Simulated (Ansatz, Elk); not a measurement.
# Bonding as seen by X-rays: CdFe2Bi2, part 2 of 2

Structure refinements treat a crystal as free atoms side by side. For a made-up structure of CdFe2Bi2 (cell and positions from a PBE relaxation) the runs below show what the calculated density changes in F(hkl).

Elk 11.2.3 (patched build); all-electron DFT.

So far: The starting structure; Ground state and structure factors; The magnetisation density.

The structure was built from a prototype and need not be the compound's stable phase.

## (4) The highest occupied states alone

Level of this step: DFT, PBE, all-electron APW+lo, Dirac cores, scalar-relativistic bands, static density, ferromagnetic start (Elk).

An energy window below the Fermi level keeps the highest occupied states, to see at which angles they scatter; shallow core shells can lie inside it and anion s states outside. No new self-consistency is needed.

elk.in reads:

```
tasks
  195

xctype
  20

spinpol
  .true.

rgkmax
  7.0

gmaxvr
  14.0

lmaxo
  7

lmaxapw
  8

swidth
  0.002

tshift
  .false.

ramdisk
  .false.

hmaxvr
  5.5

maxscl
  120

epspot
  1e-06

reducebf
  0.8

wsfac
  -0.329570 0.521660

sppath
  './'

avec
  -3.28092856799 3.28092856799 18.26867354945
  3.28092856799 -3.28092856799 18.26867354945
  3.28092856799 3.28092856799 -18.26867354945

atoms
  3
  'Bi.in'
  2
  0.6368946780 0.6368946780 0.0000000000   0.000000 0.000000 0.000000
  0.3631053220 0.3631053220 0.0000000000   0.000000 0.000000 0.000000
  'Cd.in'
  1
  -0.0000000000 -0.0000000000 0.0000000000   0.000000 0.000000 0.000000
  'Fe.in'
  2
  0.7500000000 0.2500000000 0.5000000000   0.000000 0.000000 -0.110000
  0.2500000000 0.7500000000 0.5000000000   0.000000 0.000000 -0.110000

ngridk
  8 8 8
```

Launch:

```sh
$ OMP_NUM_THREADS=4 elk
```

Numbers of over 12 decimals in the logs are rounded to 6 here.

Log:

```text
┌─────────────────────────────────┐
│ Elk code version 11.2.3 started │
└─────────────────────────────────┘

Info(readinput): the functional depends on the density's gradient
 muffin-tin radial points multiplied by    2.00000
 (not where nrmtscf is given)

┌────────────────────┐
│ Current task : 195 │
└────────────────────┘
Info(checkmt): changed muffin-tin radius of species 3 (Fe) from   2.4000 to   2.2950

Info(sfacrho): density structure factors written to SFACRHO.OUT

 Energy window :  -0.3295700000      0.5216600000

┌──────────────────┐
│ Elk code stopped │
└──────────────────┘
```

The job ended after 22 s (4 threads of Arm Neoverse V2, shared host; peak memory 0.45 GiB; 42 s of CPU time).

States within 15 eV below the Fermi level hold 38.00 electrons; any levels below the window count with the cores. Their amplitudes can exceed the total, where window and core parts have opposite phase:

```
hkl  sin θ/λ (Å⁻¹)  abs F, window  abs F, all
002          0.052          5.100      28.096
004          0.103         17.224      57.061
101          0.146          5.893      55.307
006          0.155          1.824      61.948
103          0.164          8.550     164.896
105          0.194          6.345      95.870
110          0.204          1.577     138.603
008          0.207         13.445     192.907
112          0.210         12.785      56.865
114          0.228          2.172     130.494
```

## (5) Another functional

The difference from free atoms is small, so it is set against the change that LDA (Perdew-Wang) makes.

elk.in: that of step 4 with these lines changed.

```diff
@@ -1,6 +1,8 @@
 tasks
+  0
   195
+  196
 
 xctype
-  20
+  3
 
@@ -42,5 +44,2 @@
 
-wsfac
-  -0.329570 0.521660
-
 sppath
```

Launch:

```sh
$ OMP_NUM_THREADS=4 elk
```

Log:

```text
┌─────────────────────────┐
│ Elk code version 11.2.3 │
└─────────────────────────┘

All units are atomic (Hartree, Bohr, etc.)

┌─────────────────────────────────────────────────┐
│ Ground-state run starting from atomic densities │
└─────────────────────────────────────────────────┘

Lattice vectors :
  -3.280928568       3.280928568       18.26867355
   3.280928568      -3.280928568       18.26867355
   3.280928568       3.280928568      -18.26867355

Reciprocal lattice vectors :
 -0.5042510575E-17  0.9575315611      0.1719661061
[...]
error                       :   0.2039106924E-02

Moments :
 interstitial                :  -0.1820804305E-01
 muffin-tins
  species : 1 (Bi)
[...]
species : 2 (Cd)
[...]
species : 3 (Fe)
   atom 1                    :    2.141545524
   atom 2                    :    2.141545524
 total in muffin-tins        :    4.089374636
 total moment                :    4.071166593

RMS change in Kohn-Sham potential (target) :   0.2603007872E-05 (  0.1000000000E-05)
Absolute change in total energy (target)   :   0.5767709808E-05 (  0.1000000000E-03)

┌──────────────────┐
│ Loop number : 26 │
└──────────────────┘
[key lines of the parts left out:]
total energy                :     -51272.154304915
```

The job ended after 8.3 min (4 threads; peak memory 0.58 GiB).

The run was cut off at its time limit.

## (6) Basis size

The basis and the expansions that go with it are enlarged, to see whether the differences are converged.

elk.in: that of step 5 with these lines changed.

```diff
@@ -6,3 +6,3 @@
 xctype
-  3
+  20
 
@@ -12,12 +12,12 @@
 rgkmax
-  7.0
+  8.5
 
 gmaxvr
-  14.0
+  18.0
 
 lmaxo
-  7
+  9
 
 lmaxapw
-  8
+  10
```

Launch:

```sh
$ OMP_NUM_THREADS=4 elk
```

Log:

```text
┌─────────────────────────┐
│ Elk code version 11.2.3 │
└─────────────────────────┘

All units are atomic (Hartree, Bohr, etc.)

┌─────────────────────────────────────────────────┐
│ Ground-state run starting from atomic densities │
└─────────────────────────────────────────────────┘

Lattice vectors :
  -3.280928568       3.280928568       18.26867355
   3.280928568      -3.280928568       18.26867355
   3.280928568       3.280928568      -18.26867355

Reciprocal lattice vectors :
 -0.5042510575E-17  0.9575315611      0.1719661061
[...]
error                       :   0.1538228119E-02

Moments :
 interstitial                :  -0.6595730630E-01
 muffin-tins
  species : 1 (Bi)
[...]
species : 2 (Cd)
[...]
species : 3 (Fe)
   atom 1                    :    1.249794338
   atom 2                    :    1.249794338
 total in muffin-tins        :    2.451131918
 total moment                :    2.385174612

RMS change in Kohn-Sham potential (target) :    2.116688795     (  0.1000000000E-05)
Absolute change in total energy (target)   :    7.547750657     (  0.1000000000E-03)

┌─────────────────┐
│ Loop number : 5 │
└─────────────────┘
[key lines of the parts left out:]
total energy                :     -51311.613761567
```

It took 5 min on 4 threads; peak memory 1.3 GiB.

The run was cut off at its time limit.

## (7) What came out

- R against neutral atoms, sin θ/λ < 0.3 Å⁻¹: 0.22 %
- R against neutral atoms, 0.3 to 0.73 Å⁻¹: 0.07 %

**Reading.** Independent neutral atoms miss the calculated amplitudes by R = 0.22 % below 0.3 Å⁻¹ and 0.07 % from there to 0.73 Å⁻¹; by shells, 0.34 % below 0.15 Å⁻¹ (3 forms), 0.21 % 0.15 to 0.3 (14 forms), 0.07 % 0.3 to 0.45 (26 forms), 0.08 % above 0.45 (106 forms). Bonding, aspherical density and the tables' own atoms all enter these figures, and the runs don't part them. The largest change of an amplitude is -0.63 electrons, at 004. The magnetic order is that of the start. No other order was tried here, and an antiferromagnetic one would change or move the magnetic intensity. The window's part falls from 38.0 electrons at the origin to at most 2.91 between 0.45 and 0.73 Å⁻¹, where compact states inside the window still scatter. The basis has no finished test. The k-mesh has no finished test. Spin-orbit coupling is left out, which can matter for elements this heavy. Part of the difference isn't bonding: the tables are fits to free atoms and ions calculated by other methods than this functional. Thermal motion, anomalous dispersion and extinction are left out.

[Logs are printed without paths, hosts, clocks, repeated set-up lines and the standing remarks that a program may print on its own settings, such as how far it seeks lower states.]

[Hosts, paths, dates, database ids (printed as entryN), source tags and the programs' standing remarks are cut or masked in the printed files.]
